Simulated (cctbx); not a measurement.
# Interatomic vectors of LaZn2Fe10

Space group Fmmm (no. 69), a = 4.7620 Å, b = 11.8050 Å, c = 12.5710 Å, α = 90.00°, β = 90.00°, γ = 90.00°, content La4 Zn8 Fe40.

Simulated single-crystal data (cctbx): synchrotron X-rays, λ = 0.4959 Å, to d = 0.6 Å, 95 % of the full sphere, strongest reflection 5000 counts, noise from counting, a 4 % proportional error and a noise floor of 15 counts (s.d.); no absorption.

Patterson synthesis, origin scaled to 1000:

```text
Patterson group F m m m
      u       v       w   height  length (A)
  0.000   0.000   0.000   1000.0     0.00
  0.000   0.250   0.250    326.4     4.31
  0.250   0.000   0.250    281.0     3.36
  0.000   0.000   0.500    272.8     6.29
  0.000   0.170   0.183    230.9     3.05
  0.250   0.250   0.000    229.4     3.18
  0.000   0.112   0.379    216.3     4.95
  0.251   0.123   0.125    185.9     2.46
  0.252   0.169   0.069    120.9     2.48
  0.248   0.082   0.180     99.4     2.73
  0.000   0.161   0.500     90.5     6.57
  0.000   0.059   0.437     89.5     5.53
  0.000   0.058   0.197     85.4     2.57
  0.000   0.000   0.241     84.8     3.03
```

Q: Assign the vectors.

A peak at u stands for all pairs with xi − xj = u, with weight Σ ZiZj against Σ Z² = 47236 at the origin. Peak heights follow these weights only roughly, since form factors, motion and series ripples differ, all vectors within 0.55 Å of a peak are counted as merged into it though the farther ones add only part of their weight, and F(000) is left out, which lowers the whole map:

| u | v | w | shortest length (Å) | height | 1000 ΣZiZj/ΣZ² | pairs in the cell |
| --- | --- | --- | --- | --- | --- | --- |
| 0.000 | 0.250 | 0.250 | 4.31 | 326 | 379 | 16 × Zn–Fe, 8 × Fe–Fe |
| 0.250 | 0.000 | 0.250 | 3.36 | 281 | 290 | 8 × La–Zn |
| 0.000 | 0.000 | 0.500 | 2.38 | 273 | 267 | 8 × Zn–Zn, 8 × Fe–Fe |
| 0.000 | 0.170 | 0.183 | 3.05 | 231 | 251 | 8 × La–Fe |
| 0.250 | 0.250 | 0.000 | 3.18 | 229 | 251 | 8 × La–Fe |
| 0.000 | 0.112 | 0.379 | 3.12 | 216 | 251 | 8 × La–Fe |
| 0.251 | 0.123 | 0.125 | 2.45 | 186 | 247 | 8 × Zn–Fe, 8 × Fe–Fe |
| 0.252 | 0.169 | 0.069 | 2.48 | 121 | 132 | 8 × Zn–Fe |
| 0.248 | 0.082 | 0.180 | 2.73 | 99 | 114 | 8 × Fe–Fe |
| 0.000 | 0.161 | 0.500 | 3.05 | 90 | 114 | 8 × Fe–Fe |

The table stops at ten peaks or at a height of 45, below which ripples compete. In the model behind the data La, the heaviest element, has 1 independent site: (0, 0, 0), up to an allowed shift of origin. No listed peak is a La–La vector, so the position follows from the cell content and the cross vectors. The whole model:

| atom | mult. | x | y | z | Ueq (Å²) |
| --- | --- | --- | --- | --- | --- |
| La1 | 4 | 0 | 0 | 0 | 0.0184 |
| Zn1 | 8 | 1/4 | 0 | 3/4 | 0.0130 |
| Fe1 | 8 | 3/4 | 3/4 | 0 | 0.0120 |
| Fe2 | 16 | 1/2 | 0.6118 | 0.6204 | 0.0154 |
| Fe3 | 16 | 0 | 0.8300 | 0.8170 | 0.0130 |

The model was made for the exercise: a known structure type with other elements put in, its volume estimated, not relaxed; displacement parameters are assumed.

[Logs are printed without paths, hosts, clocks, repeated set-up lines and the standing remarks that a program may print on its own settings, such as how far it seeks lower states.]
